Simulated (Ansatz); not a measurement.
# linear Ba chain under tension and compression, part 2 of 3

Wanted: energy, moment and open channels of the linear Ba chain from 12 % compression to 30 % stretch.

Ansatz 0.2.0; DFT PBE, plane waves, PAW; relaxation of a chain's period (the session's first sound run).

So far, absolute moment (μB): step 2 (the relaxed wire) 0.789.

## (3) The chain at a fixed length, period over the relaxed period 0.88, k-mesh 1×1×23

This step: DFT PBE, plane waves, PAW; channels and complex bands of a perfect chain (Ansatz 0.2.0).

The period is set to 0.88 times the relaxed one: shorter bonds widen the bands.

The cell differs from the one that the last finished run ended in (c 4.113 → 3.619 Å).

input.yaml

```yaml
crystal:
  lattice:
    - [12.0, 0.0, 0.0]
    - [0.0, 12.0, 0.0]
    - [0.0, 0.0, 3.6194397715]
  atoms:
    - { symbol: Ba, position: [0.5, 0.5, 0.0], spin: 0.35 }
magnetization:
  spin_polarized: true
kpoints:
  mp_grid: { grid: [1, 1, 23] }
scf:
  occupations: { method: fermi_dirac, width: 0.05 }
hamiltonian:
  xc: pbe
output:
  transmission:
    e_range: [-2, 2]
    de: 0.035
    kmesh: [1, 1]
    reduced_basis: true
    leads: [[0, 0]]
  stress: true
```

Command:

```console
> ansatz run input.yaml --threads 4 --pin off --max-ram 16384MiB --backend cpu --events-out ev --progress --plain --runs-dir out
```

Numbers of over 12 decimals in the logs are rounded to 6 here.

The log of the run:

```text
[...]
Crystal: 1 atoms, lattice volume = 521.199 Å³
Basis set: ecut = 420 eV, 10125 PW (Γ)
Bands: 10, of which v1, the nominal top of the filled ones, is band 5 counted from 1 (4 counted from 0)
Symmetry: 16 space group operations
[...]
k-points: 12 of 23
[...]
Starting moments: Σ|m| = 0.35 μB on 1 of 1 site
[...]
SCF iter   1: F=—  HF=-5948.389620 eV  |F-HF|=—  |Δ(HF+E_count)|=         —  Δρ=5.08e-3 (↑4.62e-3 ↓5.08e-3)  dr2=1.89e0  dr2_m=1.40e-2  M=0.134 μB ∫|m|=0.134 μB  β_m=0.30  ethr=3.10e-3  ⟨swp⟩=11.5  Hψ=2641  notcnv=0
[...]
SCF iter  18: F=—  HF=-5947.998632 eV  |F-HF|=—  |Δ(HF+E_count)|=   3.52e-3  Δρ=3.65e-4 (↑2.57e-4 ↓3.65e-4)  dr2=2.48e-3  dr2_m=1.31e-4  M=1.018 μB ∫|m|=1.018 μB  β_m=0.30  ethr=3.28e-9  ⟨swp⟩=4.2  Hψ=668  notcnv=0
[...]
spin-set hold released at iteration 18 (site moments' squared step at or under half its running peak, from the soft ceiling on): the magnetisation degrees of freedom join the quasi-Newton model from the next iteration; the mixer history was flushed
SCF iter  19: F=—  HF=-5947.999159 eV  |F-HF|=—  |Δ(HF+E_count)|=   5.27e-4  Δρ=2.88e-4 (↑2.04e-4 ↓2.88e-4)  dr2=1.65e-3  dr2_m=9.42e-5  M=1.024 μB ∫|m|=1.024 μB  β_m=0.57  ethr=3.28e-9  ⟨swp⟩=3.7  Hψ=561  notcnv=0
[...]
SCF iter  25: F=-5948.000496 eV  HF=-5948.000496 eV  |F-HF|=5.20e-10  |Δ(HF+E_count)|=   1.28e-8  Δρ=1.12e-7 (↑1.12e-7 ↓9.39e-8)  dr2=1.27e-10  dr2_m=3.39e-11  M=1.045 μB ∫|m|=1.045 μB  ethr=1.31e-10  ⟨swp⟩=4.6  Hψ=937  notcnv=0
SCF 1 converged in 25 iterations: F = -5948.000496 eV  dr2 = 1.27e-10
[...]
transmission: 10 of 60 steps passed
transmission: 15 of 60 steps passed
[...]
transmission: 60 of 60 steps passed
SCF converged after 25 iterations
Magnetization: 1.0449 μB (5.5225 up, 4.4775 down)
Absolute magnetization: 1.0450 μB (∫|ρ↑−ρ↓|, with the PAW one-centre terms)
[...]
Per-site moments (μB) at R_I (Å): [(0.407630, 1.493019)]
Free energy (F): -5948.000496 eV
[...]
Internal energy: -5947.982708 eV  (E = F + TS)
E sigma→0 (E₀):  -5947.991602 eV
Entropy (-TS):   -0.017788 eV (-17.788 meV/atom)
Fermi energy:    -1.283924 eV
[...]
--- Stress (GPa, compression-positive) ---
       -0.011032       0.000000       0.000000
        0.000000      -0.011032       0.000000
        0.000000       0.000000       0.423109
  P = ⅓ Tr σ = 0.1337 GPa (1.337 kbar)
--- Band table (eV; the first three rows and the last of 24) ---
[...]
--- Transmission ---
  basis      : 1265 plane waves across, 5 finite elements along
  points     : 1, standing for a mesh of 1 x 1
  filling    : by the input's occupations and mesh, since the crystals that have channels conduct as metals do. If one of these is a semiconductor, that mesh has misplaced its level
  energies   : 115 from -2.000000 to 1.990000 eV about the Fermi level, 0.035000 eV apart; the leads are filled to 0.000000 eV, and channels, transmission and decay are at -0.005000 eV
  crystal 0  : Ba1, at the sites [0, 0], period 3.6194 Å: whole cells are its period
    offset         : up to 0.0000 Å between an atom of the period and one for which it stands
    filled         : 2.9 meV under the level at which it is neutral
    channels       : 4.000000e0 up, 1.000000e0 down
    conductance    : 1.2952e14 S/m² at 300 K; may be off by some 0.0 % by where its bands' edges are placed, 0.3 % from the distance to neutral
```

Run time: 92 s. Hardware: 4 threads of Intel Xeon Platinum 8488C (Sapphire Rapids), shared host; peak memory 1.2 GiB.

In the SCF lines HF is the Harris–Foulkes energy and dr2 the Hartree energy of the density residual, in eV; the loop may stop once dr2 is under the threshold and the program's other checks hold. Hψ counts applications of the Hamiltonian.

Numbers from this step:

```yaml
energy_at_zero_smearing: -5947.9916 eV
total_moment: 1.045 μB
absolute_moment: 1.045 μB
channels_at_the_energy_nearest_the_fermi_level_spin_up: 4
channels_at_the_energy_nearest_the_fermi_level_spin_down: 1
conductance_of_the_lead_as_this_run_defines_it: 2.407 G₀
band_gap: 0 eV
```

Table of open channels of the lead by energy, zero at the Fermi level:

| energy (eV) | spin up | spin down |
| --- | --- | --- |
| -2.00 | 0 | 0 |
| -1.90 | 0 | 0 |
| -1.79 | 0 | 0 |
| -1.69 | 1 | 0 |
| -1.58 | 1 | 0 |
| -1.48 | 1 | 0 |
| -1.37 | 1 | 0 |
| -1.23 | 1 | 0 |
| -1.12 | 1 | 0 |
| -1.02 | 1 | 0 |
| -0.92 | 1 | 1 |
| -0.81 | 1 | 1 |
| -0.70 | 1 | 1 |
| -0.60 | 3 | 1 |
| -0.49 | 3 | 1 |
| -0.39 | 3 | 1 |
| -0.28 | 3 | 1 |
| -0.18 | 3 | 1 |
| -0.07 | 3 | 1 |
| -0.01 | 4 | 1 |
| 0.07 | 4 | 1 |
| 0.17 | 4 | 1 |
| 0.28 | 4 | 3 |
| 0.38 | 4 | 4 |
| 0.48 | 4 | 4 |
| 0.59 | 6 | 4 |
| 0.69 | 6 | 4 |
| 0.80 | 4 | 4 |
| 0.91 | 4 | 6 |
| 1.01 | 4 | 6 |
| 1.11 | 4 | 6 |
| 1.22 | 4 | 4 |
| 1.36 | 4 | 4 |
| 1.47 | 4 | 4 |
| 1.57 | 3 | 4 |
| 1.68 | 3 | 3 |
| 1.78 | 3 | 3 |
| 1.89 | 3 | 3 |
| 1.99 | 2 | 3 |

Site moment by atom:

| atom | site moment (μB) |
| --- | --- |
| Ba1 | 0.408 |

At the computed energy nearest the Fermi level there are 4 spin-up and 1 spin-down channels, and the thermal average gives 2.41 G₀.

## (4) The chain at a fixed length, period over the relaxed period 0.92, k-mesh 1×1×22

The period is set to 0.92 times the relaxed one: shorter bonds widen the bands.

The cell differs from the one that the last finished run ended in (c 3.619 → 3.784 Å).

input.yaml, as its differences from that of step 3:

```diff
@@ -4,3 +4,3 @@
     - [0.0, 12.0, 0.0]
-    - [0.0, 0.0, 3.6194397715]
+    - [0.0, 0.0, 3.7839597611]
   atoms:
@@ -10,3 +10,3 @@
 kpoints:
-  mp_grid: { grid: [1, 1, 23] }
+  mp_grid: { grid: [1, 1, 22] }
 scf:
```

The log of the run:

```text
[...]
Crystal: 1 atoms, lattice volume = 544.890 Å³
Basis set: ecut = 420 eV, 10661 PW (Γ)
Bands: 10, of which v1, the nominal top of the filled ones, is band 5 counted from 1 (4 counted from 0)
Symmetry: 16 space group operations
[...]
k-points: 12 of 22
[...]
Starting moments: Σ|m| = 0.35 μB on 1 of 1 site
[...]
--- Transmission ---
  basis      : 1265 plane waves across, 5 finite elements along
  points     : 1, standing for a mesh of 1 x 1
[...]
crystal 0  : Ba1, at the sites [0, 0], period 3.7840 Å: whole cells are its period
[...]
filled         : 8.1 meV under the level at which it is neutral
    channels       : 3.000000e0 up, 1.000000e0 down
[...]
[key lines of the parts left out:]
SCF converged after 19 iterations
Magnetization: 0.9766 μB (5.4883 up, 4.5117 down)
Free energy (F): -5948.051929 eV
Fermi energy:    -1.253989 eV
P = ⅓ Tr σ = 0.0833 GPa (0.833 kbar)
```

The job ended after 84 s (4 threads; peak memory 1.2 GiB; 4.8 min of CPU time).

At the computed energy nearest the Fermi level there are 3 spin-up and 1 spin-down channels, and the thermal average gives 2.02 G₀.

For the conductance of the lead as this run defines it, step 3 gave 2.41 G₀; this run, with period over the relaxed period 0.92 and k-mesh 1×1×22, gives 2.02 G₀ (-16 %).

## (5) At a set period, period over the relaxed period 0.96, k-mesh 1×1×21

The period is set to 0.96 times the relaxed one: shorter bonds widen the bands.

The cell differs from the one that the last finished run ended in (c 3.784 → 3.948 Å).

input.yaml, as its differences from that of step 4:

```diff
@@ -4,3 +4,3 @@
     - [0.0, 12.0, 0.0]
-    - [0.0, 0.0, 3.7839597611]
+    - [0.0, 0.0, 3.9484797507]
   atoms:
@@ -10,3 +10,3 @@
 kpoints:
-  mp_grid: { grid: [1, 1, 22] }
+  mp_grid: { grid: [1, 1, 21] }
 scf:
```

The log of the run:

```text
[...]
Crystal: 1 atoms, lattice volume = 568.581 Å³
Basis set: ecut = 420 eV, 11141 PW (Γ)
Bands: 10, of which v1, the nominal top of the filled ones, is band 5 counted from 1 (4 counted from 0)
Symmetry: 16 space group operations
[...]
k-points: 11 of 21
[...]
Starting moments: Σ|m| = 0.35 μB on 1 of 1 site
[...]
--- Transmission ---
  basis      : 1265 plane waves across, 5 finite elements along
  points     : 1, standing for a mesh of 1 x 1
[...]
crystal 0  : Ba1, at the sites [0, 0], period 3.9485 Å: whole cells are its period
[...]
filled         : 0.9 meV under the level at which it is neutral
    channels       : 3.000000e0 up, 1.000000e0 down
[...]
[key lines of the parts left out:]
SCF converged after 12 iterations
Magnetization: 0.9018 μB (5.4509 up, 4.5491 down)
Free energy (F): -5948.078979 eV
Fermi energy:    -1.273187 eV
P = ⅓ Tr σ = 0.0312 GPa (0.312 kbar)
```

Wall time 82 s (4 threads); peak memory 1.2 GiB.

At the computed energy nearest the Fermi level there are 3 spin-up and 1 spin-down channels, and the thermal average gives 2.00 G₀.

For the conductance of the lead as this run defines it, step 3 gave 2.41 G₀; this run, with period over the relaxed period 0.96 and k-mesh 1×1×21, gives 2.00 G₀ (-17 %).

## (6) At a set period, period over the relaxed period 1, k-mesh 1×1×20

The period is set to 1.0 times the relaxed one, as the point of reference.

input.yaml, as its differences from that of step 5:

```diff
@@ -4,3 +4,3 @@
     - [0.0, 12.0, 0.0]
-    - [0.0, 0.0, 3.9484797507]
+    - [0.0, 0.0, 4.1129997403]
   atoms:
@@ -10,3 +10,3 @@
 kpoints:
-  mp_grid: { grid: [1, 1, 21] }
+  mp_grid: { grid: [1, 1, 20] }
 scf:
```

The log of the run:

```text
[...]
Crystal: 1 atoms, lattice volume = 592.272 Å³
Basis set: ecut = 420 eV, 11557 PW (Γ)
Bands: 10, of which v1, the nominal top of the filled ones, is band 5 counted from 1 (4 counted from 0)
Symmetry: 16 space group operations
[...]
k-points: 11 of 20
[...]
Starting moments: Σ|m| = 0.35 μB on 1 of 1 site
[...]
--- Transmission ---
  basis      : 1265 plane waves across, 6 finite elements along
  points     : 1, standing for a mesh of 1 x 1
[...]
crystal 0  : Ba1, at the sites [0, 0], period 4.1130 Å: whole cells are its period
[...]
filled         : 1.1 meV under the level at which it is neutral
    channels       : 3.000000e0 up, 1.000000e0 down
[...]
[key lines of the parts left out:]
SCF converged after 13 iterations
Magnetization: 0.8003 μB (5.4001 up, 4.5999 down)
Free energy (F): -5948.085375 eV
Fermi energy:    -1.302037 eV
P = ⅓ Tr σ = -0.0072 GPa (-0.072 kbar)
```

Run time: 89 s. Hardware: 4 threads; peak memory 1.2 GiB.

At the computed energy nearest the Fermi level there are 3 spin-up and 1 spin-down channels, and the thermal average gives 2.00 G₀.

Between step 3 and this run (period over the relaxed period 1 and k-mesh 1×1×20) the value for the conductance of the lead as this run defines it moves from 2.41 G₀ to 2.00 G₀ (-17 %).

## (7) At a set period, period over the relaxed period 1.04, k-mesh 1×1×19

The period is set to 1.04 times the relaxed one: longer bonds narrow the bands.

The cell differs from the one that the last finished run ended in (c 4.113 → 4.278 Å).

input.yaml, as its differences from that of step 6:

```diff
@@ -4,3 +4,3 @@
     - [0.0, 12.0, 0.0]
-    - [0.0, 0.0, 4.1129997403]
+    - [0.0, 0.0, 4.2775197299]
   atoms:
@@ -10,3 +10,3 @@
 kpoints:
-  mp_grid: { grid: [1, 1, 20] }
+  mp_grid: { grid: [1, 1, 19] }
 scf:
```

The log of the run:

```text
[...]
Crystal: 1 atoms, lattice volume = 615.963 Å³
Basis set: ecut = 420 eV, 12071 PW (Γ)
Bands: 10, of which v1, the nominal top of the filled ones, is band 5 counted from 1 (4 counted from 0)
Symmetry: 16 space group operations
[...]
k-points: 10 of 19
[...]
Starting moments: Σ|m| = 0.35 μB on 1 of 1 site
[...]
--- Transmission ---
  basis      : 1265 plane waves across, 6 finite elements along
  points     : 1, standing for a mesh of 1 x 1
[...]
crystal 0  : Ba1, at the sites [0, 0], period 4.2775 Å: whole cells are its period
[...]
filled         : 0.3 meV under the level at which it is neutral
    channels       : 3.000000e0 up, 1.000000e0 down
[...]
[key lines of the parts left out:]
SCF converged after 12 iterations
Magnetization: 0.6838 μB (5.3419 up, 4.6581 down)
Free energy (F): -5948.076971 eV
Fermi energy:    -1.326012 eV
P = ⅓ Tr σ = -0.0338 GPa (-0.338 kbar)
```

Run time: 94 s. Hardware: 4 threads; peak memory 1.2 GiB; 5.4 min of CPU time.

At the computed energy nearest the Fermi level there are 3 spin-up and 1 spin-down channels, and the thermal average gives 2.00 G₀. The change of length costs 0.010 eV a cell and leaves an absolute moment of 0.69 μB a cell.

For the conductance of the lead as this run defines it, step 3 gave 2.41 G₀; this run, with period over the relaxed period 1.04 and k-mesh 1×1×19, gives 2.00 G₀ (-17 %).

## (8) At a set period, period over the relaxed period 1.08, k-mesh 1×1×19

The period is set to 1.08 times the relaxed one: longer bonds narrow the bands.

The cell differs from the one that the last finished run ended in (c 4.278 → 4.442 Å).

input.yaml, as its differences from that of step 7:

```diff
@@ -4,3 +4,3 @@
     - [0.0, 12.0, 0.0]
-    - [0.0, 0.0, 4.2775197299]
+    - [0.0, 0.0, 4.4420397196]
   atoms:
```

The log of the run:

```text
[...]
Crystal: 1 atoms, lattice volume = 639.654 Å³
Basis set: ecut = 420 eV, 12471 PW (Γ)
Bands: 10, of which v1, the nominal top of the filled ones, is band 5 counted from 1 (4 counted from 0)
Symmetry: 16 space group operations
[...]
k-points: 10 of 19
[...]
Starting moments: Σ|m| = 0.35 μB on 1 of 1 site
[...]
--- Transmission ---
  basis      : 1265 plane waves across, 6 finite elements along
  points     : 1, standing for a mesh of 1 x 1
[...]
crystal 0  : Ba1, at the sites [0, 0], period 4.4420 Å: whole cells are its period
[...]
filled         : 6.9 meV over the level at which it is neutral
    channels       : 3.000000e0 up, 1.000000e0 down
[...]
[key lines of the parts left out:]
SCF converged after 12 iterations
Magnetization: 0.6152 μB (5.3076 up, 4.6924 down)
Free energy (F): -5948.059552 eV
Fermi energy:    -1.336555 eV
P = ⅓ Tr σ = -0.0587 GPa (-0.587 kbar)
```

It took 94 s on 4 threads; peak memory 1.2 GiB.

At the computed energy nearest the Fermi level there are 3 spin-up and 1 spin-down channels, and the thermal average gives 1.99 G₀. The change of length costs 0.028 eV a cell and leaves an absolute moment of 0.62 μB a cell.

## (9) The chain at a fixed length, period over the relaxed period 1.13, k-mesh 1×1×18

The period is set to 1.13 times the relaxed one: longer bonds narrow the bands.

The cell differs from the one that the last finished run ended in (c 4.442 → 4.648 Å).

input.yaml, as its differences from that of step 8:

```diff
@@ -4,3 +4,3 @@
     - [0.0, 12.0, 0.0]
-    - [0.0, 0.0, 4.4420397196]
+    - [0.0, 0.0, 4.6476897066]
   atoms:
@@ -10,3 +10,3 @@
 kpoints:
-  mp_grid: { grid: [1, 1, 19] }
+  mp_grid: { grid: [1, 1, 18] }
 scf:
```

The log of the run:

```text
[...]
Crystal: 1 atoms, lattice volume = 669.267 Å³
Basis set: ecut = 420 eV, 13143 PW (Γ)
Bands: 10, of which v1, the nominal top of the filled ones, is band 5 counted from 1 (4 counted from 0)
Symmetry: 16 space group operations
[...]
k-points: 10 of 18
[...]
Starting moments: Σ|m| = 0.35 μB on 1 of 1 site
[...]
--- Transmission ---
  basis      : 1265 plane waves across, 6 finite elements along
  points     : 1, standing for a mesh of 1 x 1
[...]
crystal 0  : Ba1, at the sites [0, 0], period 4.6477 Å: whole cells are its period
[...]
filled         : 4.0 meV over the level at which it is neutral
    channels       : 3.000000e0 up, 1.000000e0 down
[...]
[key lines of the parts left out:]
SCF converged after 13 iterations
Magnetization: 0.4771 μB (5.2385 up, 4.7615 down)
Free energy (F): -5948.026118 eV
Fermi energy:    -1.362774 eV
P = ⅓ Tr σ = -0.0724 GPa (-0.724 kbar)
```

It took 93 s on 4 threads; peak memory 1.2 GiB; 5.3 min of CPU time.

The open channels of the lead by energy, zero at the Fermi level:

| energy (eV) | spin up | spin down |
| --- | --- | --- |
| -1.790 | 0 | 0 |
| -1.615 | 1 | 0 |
| -1.405 | 1 | 0 |
| -1.195 | 1 | 1 |
| -0.985 | 1 | 1 |
| -0.810 | 1 | 1 |
| -0.600 | 1 | 1 |
| -0.390 | 1 | 1 |
| -0.215 | 1 | 1 |
| -0.005 | 3 | 1 |
| 0.205 | 3 | 1 |
| 0.415 | 3 | 3 |
| 0.590 | 5 | 3 |
| 0.800 | 4 | 5 |
| 1.010 | 0 | 4 |
| 1.185 | 0 | 0 |
| 1.395 | 0 | 0 |
| 1.605 | 0 | 0 |
| 1.815 | 2 | 0 |

At the computed energy nearest the Fermi level there are 3 spin-up and 1 spin-down channels, and the thermal average gives 1.95 G₀. The change of length costs 0.064 eV a cell and leaves an absolute moment of 0.49 μB a cell.

Between step 3 and this run (period over the relaxed period 1.13 and k-mesh 1×1×18) the value for the conductance of the lead as this run defines it moves from 2.41 G₀ to 1.95 G₀ (-19 %).

## (10) At a set period, period over the relaxed period 1.2, k-mesh 1×1×17

The period is set to 1.2 times the relaxed one: longer bonds narrow the bands.

The cell differs from the one that the last finished run ended in (c 4.648 → 4.936 Å).

input.yaml, as its differences from that of step 9:

```diff
@@ -4,3 +4,3 @@
     - [0.0, 12.0, 0.0]
-    - [0.0, 0.0, 4.6476897066]
+    - [0.0, 0.0, 4.9355996884]
   atoms:
@@ -10,3 +10,3 @@
 kpoints:
-  mp_grid: { grid: [1, 1, 18] }
+  mp_grid: { grid: [1, 1, 17] }
 scf:
```

The log of the run:

```text
[...]
Crystal: 1 atoms, lattice volume = 710.726 Å³
Basis set: ecut = 420 eV, 13881 PW (Γ)
Bands: 10, of which v1, the nominal top of the filled ones, is band 5 counted from 1 (4 counted from 0)
Symmetry: 16 space group operations
[...]
k-points: 9 of 17
[...]
Starting moments: Σ|m| = 0.35 μB on 1 of 1 site
[...]
--- Transmission ---
  basis      : 1265 plane waves across, 7 finite elements along
  points     : 1, standing for a mesh of 1 x 1
[...]
crystal 0  : Ba1, at the sites [0, 0], period 4.9356 Å: whole cells are its period
[...]
filled         : 22.1 meV under the level at which it is neutral
    channels       : 1.000000e0 up, 1.000000e0 down
[...]
[key lines of the parts left out:]
SCF converged after 20 iterations
Magnetization: 0.1261 μB (5.0631 up, 4.9369 down)
Free energy (F): -5947.977083 eV
Fermi energy:    -1.421950 eV
P = ⅓ Tr σ = -0.0609 GPa (-0.609 kbar)
```

The job ended after 1.8 min (4 threads; peak memory 1.2 GiB; 6.2 min of CPU time).

At the computed energy nearest the Fermi level there are 1 spin-up and 1 spin-down channels, and the thermal average gives 1.28 G₀. The change of length costs 0.115 eV a cell and leaves an absolute moment of 0.20 μB a cell.

For the conductance of the lead as this run defines it, step 3 gave 2.41 G₀; this run, with period over the relaxed period 1.2 and k-mesh 1×1×17, gives 1.28 G₀ (-47 %).

(Continued in part 3 of 3.)

[Logs are printed without paths, hosts, clocks, repeated set-up lines and the standing remarks that a program may print on its own settings, such as how far it seeks lower states.]

[Hosts, paths, dates, database ids (printed as entryN), source tags and the programs' standing remarks are cut or masked in the printed files.]
